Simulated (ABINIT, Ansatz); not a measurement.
# Zr (Zirconium): from the cell to the phonon bands, part 3 of 4

How does Zr (Zirconium) vibrate, and is this structure a minimum?

ABINIT 10.8.3; DFT PBE, scalar-relativistic, plane waves, PseudoDojo norm-conserving pseudopotentials.

So far. Step 4 (Ground state): The cell stands at -0.46 GPa: the relaxation ran with a smoothed and higher cutoff, and the difference is a stress of the finite basis. Step 5 (Zone-centre response): The acoustic modes at Γ come out as far as 4.7 cm⁻¹ from zero, where they should vanish, a small numerical error. The relaxed cell has a = 3.231, c = 5.182 Å (conventional setting).

**7. Interpolated phonon bands**

anaddb transforms the dynamical matrices to force constants and back along the path; points of the mesh come back as solved, but for the sum rule and, in polar crystals, the LO-TO term at Γ; the rest is interpolation.

Input file anaddb.abi:

```
ddb_filepath "all_DDB"
output_file "anaddb.abo"
outdata_prefix "anaddb"
ifcflag 1
ngqpt 3 3 2
nqshft 1
q1shft 0.0 0.0 0.0
asr 1
chneut 0
dipdip 0
dipquad 0
quadquad 0
enunit 0
eivec 0
nph1l 93
qph1l 
    0.0 0.0 0.0 1.0
    0.05 0.0 0.0 1.0
    0.1 0.0 0.0 1.0
    0.15 0.0 0.0 1.0
    0.2 0.0 0.0 1.0
    0.25 0.0 0.0 1.0
    0.3 0.0 0.0 1.0
    0.35 0.0 0.0 1.0
    0.4 0.0 0.0 1.0
    0.45 0.0 0.0 1.0
    0.5 0.0 0.0 1.0
    0.48333333 0.03333333 0.0 1.0
    0.46666667 0.06666667 0.0 1.0
    0.45 0.1 0.0 1.0
    0.43333333 0.13333333 0.0 1.0
    0.41666667 0.16666667 0.0 1.0
    0.4 0.2 0.0 1.0
    0.38333333 0.23333333 0.0 1.0
    0.36666667 0.26666667 0.0 1.0
    0.35 0.3 0.0 1.0
    0.33333333 0.33333333 0.0 1.0
    0.3 0.3 0.0 1.0
    0.26666667 0.26666667 0.0 1.0
    0.23333333 0.23333333 0.0 1.0
    0.2 0.2 0.0 1.0
    0.16666667 0.16666667 0.0 1.0
    0.13333333 0.13333333 0.0 1.0
    0.1 0.1 0.0 1.0
    0.06666667 0.06666667 0.0 1.0
    0.03333333 0.03333333 0.0 1.0
    0.0 0.0 0.0 1.0
    0.0 0.0 0.05 1.0
    0.0 0.0 0.1 1.0
    0.0 0.0 0.15 1.0
    0.0 0.0 0.2 1.0
    0.0 0.0 0.25 1.0
    0.0 0.0 0.3 1.0
    0.0 0.0 0.35 1.0
    0.0 0.0 0.4 1.0
    0.0 0.0 0.45 1.0
    0.0 0.0 0.5 1.0
    0.05 0.0 0.5 1.0
    0.1 0.0 0.5 1.0
    0.15 0.0 0.5 1.0
    0.2 0.0 0.5 1.0
    0.25 0.0 0.5 1.0
    0.3 0.0 0.5 1.0
    0.35 0.0 0.5 1.0
    0.4 0.0 0.5 1.0
    0.45 0.0 0.5 1.0
    0.5 0.0 0.5 1.0
    0.48333333 0.03333333 0.5 1.0
    0.46666667 0.06666667 0.5 1.0
    0.45 0.1 0.5 1.0
    0.43333333 0.13333333 0.5 1.0
    0.41666667 0.16666667 0.5 1.0
    0.4 0.2 0.5 1.0
    0.38333333 0.23333333 0.5 1.0
    0.36666667 0.26666667 0.5 1.0
    0.35 0.3 0.5 1.0
    0.33333333 0.33333333 0.5 1.0
    0.3 0.3 0.5 1.0
    0.26666667 0.26666667 0.5 1.0
    0.23333333 0.23333333 0.5 1.0
    0.2 0.2 0.5 1.0
    0.16666667 0.16666667 0.5 1.0
    0.13333333 0.13333333 0.5 1.0
    0.1 0.1 0.5 1.0
    0.06666667 0.06666667 0.5 1.0
    0.03333333 0.03333333 0.5 1.0
    0.0 0.0 0.5 1.0
    0.5 0.0 0.5 1.0
    0.5 0.0 0.45 1.0
    0.5 0.0 0.4 1.0
    0.5 0.0 0.35 1.0
    0.5 0.0 0.3 1.0
    0.5 0.0 0.25 1.0
    0.5 0.0 0.2 1.0
    0.5 0.0 0.15 1.0
    0.5 0.0 0.1 1.0
    0.5 0.0 0.05 1.0
    0.5 0.0 0.0 1.0
    0.33333333 0.33333333 0.5 1.0
    0.33333333 0.33333333 0.45 1.0
    0.33333333 0.33333333 0.4 1.0
    0.33333333 0.33333333 0.35 1.0
    0.33333333 0.33333333 0.3 1.0
    0.33333333 0.33333333 0.25 1.0
    0.33333333 0.33333333 0.2 1.0
    0.33333333 0.33333333 0.15 1.0
    0.33333333 0.33333333 0.1 1.0
    0.33333333 0.33333333 0.05 1.0
    0.33333333 0.33333333 0.0 1.0
```

Input file mrgddb.in:

```
all_DDB
merged
6
dfpt_gammao_DDB
dfpt_qo_DS1_DDB
dfpt_qo_DS2_DDB
dfpt_qo_DS3_DDB
dfpt_qo_DS4_DDB
dfpt_qo_DS5_DDB
```

The run is started by

```console
$ mrgddb < mrgddb.in > mrgddb.log
$ OMP_NUM_THREADS=1 anaddb anaddb.abi > anaddb.log
```

anaddb.abo, the main output file:

```text
[banners, grids, parts of the stress and lines that vanish by symmetry left out]
-outvars_anaddb: echo values of input variables ----------------------

 Flags :
[...]
Phonon wavevector (reduced coordinates) :  0.00000  0.00000  0.00000
 Phonon energies in Hartree :
[...]
Phonon frequencies in cm-1    :
-  0.000000E+00  0.000000E+00  0.000000E+00  6.917007E+01  6.917007E+01
-  1.543394E+02
[...]
Phonon wavevector (reduced coordinates) :  0.05000  0.00000  0.00000
 Phonon energies in Hartree :
[...]
Phonon frequencies in cm-1    :
-  1.017350E+01  1.224091E+01  2.387514E+01  7.235060E+01  7.456739E+01
-  1.547471E+02
[...]
Phonon wavevector (reduced coordinates) :  0.10000  0.00000  0.00000
 Phonon energies in Hartree :
[...]
Phonon frequencies in cm-1    :
-  2.041216E+01  2.393710E+01  4.768068E+01  8.090969E+01  8.807030E+01
-  1.558159E+02
[...]
Phonon wavevector (reduced coordinates) :  0.15000  0.00000  0.00000
 Phonon energies in Hartree :
[...]
Phonon frequencies in cm-1    :
-  3.076334E+01  3.457738E+01  7.099065E+01  9.277694E+01  1.050970E+02
-  1.571351E+02
[...]
Phonon wavevector (reduced coordinates) :  0.20000  0.00000  0.00000
 Phonon energies in Hartree :
[...]
Phonon frequencies in cm-1    :
-  4.123295E+01  4.376324E+01  9.315160E+01  1.060085E+02  1.224988E+02
-  1.581693E+02
[...]
Phonon wavevector (reduced coordinates) :  0.25000  0.00000  0.00000
 Phonon energies in Hartree :
[...]
Phonon frequencies in cm-1    :
-  5.127005E+01  5.174896E+01  1.134980E+02  1.191477E+02  1.385005E+02
-  1.584176E+02
  Phonon wavevector (reduced coordinates) :  0.30000  0.00000  0.00000
 Phonon energies in Hartree :
[...]
Phonon frequencies in cm-1    :
-  5.705416E+01  6.210621E+01  1.311399E+02  1.314399E+02  1.520691E+02
-  1.575612E+02
  Phonon wavevector (reduced coordinates) :  0.35000  0.00000  0.00000
 Phonon energies in Hartree :
[...]
Phonon frequencies in cm-1    :
-  6.121967E+01  7.188716E+01  1.412105E+02  1.464769E+02  1.555886E+02
-  1.625720E+02
  Phonon wavevector (reduced coordinates) :  0.40000  0.00000  0.00000
 Phonon energies in Hartree :
[...]
Phonon frequencies in cm-1    :
-  6.396142E+01  8.035582E+01  1.487935E+02  1.529143E+02  1.581777E+02
-  1.696429E+02
  Phonon wavevector (reduced coordinates) :  0.45000  0.00000  0.00000
 Phonon energies in Hartree :
[...]
Phonon frequencies in cm-1    :
-  6.549481E+01  8.637257E+01  1.504585E+02  1.534974E+02  1.660837E+02
-  1.732054E+02
  Phonon wavevector (reduced coordinates) :  0.50000  0.00000  0.00000
 Phonon energies in Hartree :
[...]
Phonon frequencies in cm-1    :
-  6.598532E+01  8.860117E+01  1.494306E+02  1.550909E+02  1.691727E+02
-  1.739731E+02
  Phonon wavevector (reduced coordinates) :  0.48333  0.03333  0.00000
 Phonon energies in Hartree :
[...]
Phonon frequencies in cm-1    :
-  6.758050E+01  8.898891E+01  1.491170E+02  1.540031E+02  1.704895E+02
-  1.735782E+02
  Phonon wavevector (reduced coordinates) :  0.46667  0.06667  0.00000
 Phonon energies in Hartree :
[...]
Phonon frequencies in cm-1    :
-  7.209594E+01  9.014447E+01  1.481798E+02  1.515755E+02  1.724021E+02
-  1.735837E+02
  Phonon wavevector (reduced coordinates) :  0.45000  0.10000  0.00000
 Phonon energies in Hartree :
[...]
Phonon frequencies in cm-1    :
-  7.887315E+01  9.204471E+01  1.466301E+02  1.488415E+02  1.704708E+02
-  1.773616E+02
[...]
Phonon wavevector (reduced coordinates) :  0.10000  0.00000  0.50000
 Phonon energies in Hartree :
[...]
Phonon frequencies in cm-1    :
-  6.003014E+01  6.003014E+01  6.499988E+01  6.499988E+01  1.360594E+02
-  1.360594E+02
  Phonon wavevector (reduced coordinates) :  0.15000  0.00000  0.50000
 Phonon energies in Hartree :
[...]
Phonon frequencies in cm-1    :
-  6.967383E+01  6.967383E+01  7.783955E+01  7.783955E+01  1.404018E+02
-  1.404018E+02
  Phonon wavevector (reduced coordinates) :  0.20000  0.00000  0.50000
 Phonon energies in Hartree :
[...]
Phonon frequencies in cm-1    :
-  8.009738E+01  8.009738E+01  9.003919E+01  9.003919E+01  1.463317E+02
-  1.463317E+02
  Phonon wavevector (reduced coordinates) :  0.25000  0.00000  0.50000
 Phonon energies in Hartree :
[...]
Phonon frequencies in cm-1    :
-  9.014769E+01  9.014769E+01  9.998144E+01  9.998144E+01  1.535600E+02
-  1.535600E+02
  Phonon wavevector (reduced coordinates) :  0.30000  0.00000  0.50000
 Phonon energies in Hartree :
[...]
Phonon frequencies in cm-1    :
-  9.908124E+01  9.908124E+01  1.071654E+02  1.071654E+02  1.613886E+02
-  1.613886E+02
  Phonon wavevector (reduced coordinates) :  0.35000  0.00000  0.50000
 Phonon energies in Hartree :
[...]
Phonon frequencies in cm-1    :
-  1.064166E+02  1.064166E+02  1.118851E+02  1.118851E+02  1.687914E+02
-  1.687914E+02
[...]
Phonon wavevector (reduced coordinates) :  0.33333  0.33333  0.05000
 Phonon energies in Hartree :
[...]
Phonon frequencies in cm-1    :
-  1.184403E+02  1.184403E+02  1.390275E+02  1.390275E+02  1.434900E+02
-  1.947115E+02
  Phonon wavevector (reduced coordinates) :  0.33333  0.33333  0.00000
 Phonon energies in Hartree :
[...]
Phonon frequencies in cm-1    :
-  1.208991E+02  1.208991E+02  1.367755E+02  1.367755E+02  1.432210E+02
-  1.950676E+02
-
```

Elapsed: 0.53 s, on 1 thread of Arm Neoverse V1, shared host.

This step gave:

- lowest frequency on the path: 0 cm⁻¹

Anaddb. Phonon branches along the path, in cm⁻¹:

```
    point  branch 1  branch 2  branch 3  branch 4  branch 5  branch 6
        Γ         0         0         0        69        69       154
  halfway        51        52       114       119       138       158
        M        66        89       149       155       169       174
  halfway        96        98       142       144       164       185
        K       121       121       137       137       143       195
  halfway        60        77       104       144       145       157
        Γ         0         0         0        69        69       154
  halfway        28        28        64        64        80       152
        A        50        50        50        50       132       132
  halfway        90        90       100       100       154       154
        L       116       116       117       117       180       180
  halfway        83        83       149       149       178       178
        H        68        68       167       167       173       173
  halfway        82        82       120       120       158       158
        A        50        50        50        50       132       132
jump to L       116       116       117       117       180       180
  halfway        83       104       135       144       173       178
        M        66        89       149       155       169       174
jump to H        68        68       167       167       173       173
  halfway        92        92       150       160       160       187
        K       121       121       137       137       143       195
```

The phonon branches as a text plot (rows in cm⁻¹):

```
    191 |          *****                                       **
    183 |                                 ***            *    *
    175 |       ***     *                *   ******      *****
    167 |     *****                     *     ***           * *
    159 |*******   *   *******         *     *   * *        ** *
    150 |    ****** * * **    ****    *             *      ** **
    142 |     *    *** *          *  *      *     *  *    **    *
    134 |    *      ***            **      *          *** *
    126 |   *       * *** *       *                      *
    118 |            * * *               **        *            *
    110 |   *      ** *    *           ***               *
    102 |  *       *   **  *     *    **   *        *    **    *
     93 |  **     *      ** *         *                    **
     85 | *     **      *   *               *      * *    *   *
     77 |**    *  *          *       *       *   ** *        *
     69 |* *  * **       * *  ***    *        ***    **    **
     61 |    ***          *     **  *                 *
     53 |                   *     **                   **
     45 | * *             **      *
     37 |  *               *   * *
     28 |  *                **
     20 |**                 *   *
     12 |*                   * *
      4 |                     *
         Γ      M    K        Γ   A       L    H       A|L M|H  K
```

All branches are real along the path.

**8. Density of states**

Sums over the zone need many more wavevectors than were solved, so the interpolation is sampled on a dense mesh.

Input file anaddb.abi:

```
ddb_filepath "all_DDB"
output_file "anaddb.abo"
outdata_prefix "anaddb"
ifcflag 1
ngqpt 3 3 2
nqshft 1
q1shft 0.0 0.0 0.0
asr 1
chneut 0
dipdip 0
dipquad 0
quadquad 0
prtdos 2
ng2qpt 16 16 9
dosdeltae 4.5563e-06
ntemper 11
temperinc 100.0
tempermin 0.0
```

The run is started by

```console
$ OMP_NUM_THREADS=1 anaddb anaddb.abi > anaddb.log
```

anaddb.abo, the main output file:

```text
-outvars_anaddb: echo values of input variables ----------------------

 Flags :
     ifcflag         1
 Miscellaneous information :
         asr         1
      chneut         0
 Interatomic Force Constants Inputs :
      dipdip         0
     dipquad         0
    quadquad         0
      ifcana         0
      ifcout         0
 Description of grid 1 :
        brav         1
       ngqpt         3         3         2
      nqshft         1
      q1shft
                     0.00000000E+00  0.00000000E+00  0.00000000E+00
 Phonon DOS information :
   dosdeltae  4.55630000E-06
    dossmear  4.55633525E-06
 Description of grid 2 (Fourier interp. or BZ sampling):
      ng2qpt        16        16         9
      ngrids         4
      q2shft         0.00000000E+00  0.00000000E+00  0.00000000E+00

================================================================================

 read the DDB information and perform some checks

  ==== Info on the Cryst% object ====
 Real(R)+Recip(G) space primitive vectors, cartesian coordinates (Bohr,Bohr^-1):
 R(1)=  6.1056691  0.0000000  0.0000000  G(1)=  0.1637822  0.0945597  0.0000000
 R(2)= -3.0528345  5.2876645  0.0000000  G(2)=  0.0000000  0.1891194  0.0000000
 R(3)=  0.0000000  0.0000000  9.7921664  G(3)=  0.0000000  0.0000000  0.1021224
 Unit cell volume ucvol=  3.1613745E+02 bohr^3
 Angles (23,13,12)=  9.00000000E+01  9.00000000E+01  1.20000000E+02 degrees
 Time-reversal symmetry is present
 Reduced atomic positions [iatom, xred, symbol]:
    1)    0.3333333  0.6666667  0.2500000  Zr
    2)    0.6666667  0.3333333  0.7500000  Zr

 DDB file with 6 blocks has been read.

================================================================================

 Calculation of the interatomic forces

       Homogeneous q point set in the B.Z.
 Grid q points  :       18
  1)   0.00000000E+00  0.00000000E+00  0.00000000E+00
  2)   3.33333333E-01  0.00000000E+00  0.00000000E+00
  3)  -3.33333333E-01  0.00000000E+00  0.00000000E+00
  4)   0.00000000E+00  3.33333333E-01  0.00000000E+00
  5)   3.33333333E-01  3.33333333E-01  0.00000000E+00
  6)  -3.33333333E-01  3.33333333E-01  0.00000000E+00
  7)   0.00000000E+00 -3.33333333E-01  0.00000000E+00
  8)   3.33333333E-01 -3.33333333E-01  0.00000000E+00
  9)  -3.33333333E-01 -3.33333333E-01  0.00000000E+00
 10)   0.00000000E+00  0.00000000E+00  5.00000000E-01
 11)   3.33333333E-01  0.00000000E+00  5.00000000E-01
 12)  -3.33333333E-01  0.00000000E+00  5.00000000E-01
 13)   0.00000000E+00  3.33333333E-01  5.00000000E-01
 14)   3.33333333E-01  3.33333333E-01  5.00000000E-01
 15)  -3.33333333E-01  3.33333333E-01  5.00000000E-01
 16)   0.00000000E+00 -3.33333333E-01  5.00000000E-01
 17)   3.33333333E-01 -3.33333333E-01  5.00000000E-01
 18)  -3.33333333E-01 -3.33333333E-01  5.00000000E-01

 The interatomic forces have been obtained

================================================================================

 Calculation of phonon density of states

 Average speed of sound partial sums:     0.1203480232E-02 (at units)
-                                   =           2.6328 [km/s]

 Debye frequency from partial sums:     0.6885951695E-03 (Ha)
-                                 =     0.4530738564E+01 (THz)
-Debye temperature from partial sums:     0.2174411567E+03 (K)

 Average speed of sound:     0.1052800437E-02 (at units)
-                      =           2.3032 [km/s]

 Debye frequency from DOS:     0.6023807251E-03 (Ha)
-                        =     0.3963474771E+01 (THz)
-Debye temperature from DOS:     0.1902167884E+03 (K)

-
```

Run time: 0.59 s. Hardware: 1 thread.

Read from the output:

- share of modes beyond 3i cm⁻¹ on the dense interpolated mesh: 0
- zero-point energy per atom: 22.68 meV
- heat capacity at 300 K: 24.18 J/(mol atoms K)
- vibrational entropy at 300 K: 40.26 J/(mol atoms K)

The phonon density of states has structure finer than the step of the table below, so its rows give means over 10 cm⁻¹, whole bins alone (the curve runs from -30 to 225 cm⁻¹). Peaks (cm⁻¹: height): 78.0: 0.0767, 151.0: 0.0626, 159.0: 0.0712.

Tetrahedra. Table of phonon density of states by wavenumber; means over each step:

```
wavenumber (cm⁻¹)  phonon density of states (1/cm⁻¹/cell)
              -10                                       0
                0                                  1.0e-5
               10                                  3.0e-4
               20                                 0.00134
               30                                 0.00327
               40                                 0.00639
               50                                  0.0109
               60                                  0.0180
               70                                  0.0346
               80                                  0.0620
               90                                  0.0485
              100                                  0.0408
              110                                  0.0331
              120                                  0.0336
              130                                  0.0476
              140                                  0.0446
              150                                  0.0539
              160                                  0.0613
              170                                  0.0600
              180                                  0.0343
              190                                 0.00450
              200                                       0
```

Harmonic thermodynamic functions per atom, summed over the density of states scaled to three modes an atom; melting is ignored. Thermodynamic functions:

```
T (K)  F_vib (meV/atom)  S (J/mol-atom/K)  C_V (J/mol-atom/K)
    0             22.68                 0                   0
   50              21.9             5.145               10.48
  100             16.46             15.64                19.2
  200             -8.16             30.61               23.27
  300             -45.2             40.26               24.18
  400            -90.71             47.26               24.51
  500            -142.7             52.75               24.66
  600            -199.7             57.26               24.75
  700            -261.1             61.08                24.8
  800            -326.1             64.39               24.83
  900            -394.4             67.32               24.86
 1000            -465.6             69.94               24.87
```

At 300 K the heat capacity has reached 97 % of the Dulong-Petit value.

(Part 3 of 4 ends here.)

[Host names and launcher messages were left out of these logs when they were recorded.]

[Logs are printed without paths, hosts, clocks, repeated set-up lines and the standing remarks that a program may print on its own settings, such as how far it seeks lower states.]

[Hosts, paths, dates, database ids (printed as entryN), source tags and the programs' standing remarks are cut or masked in the printed files.]
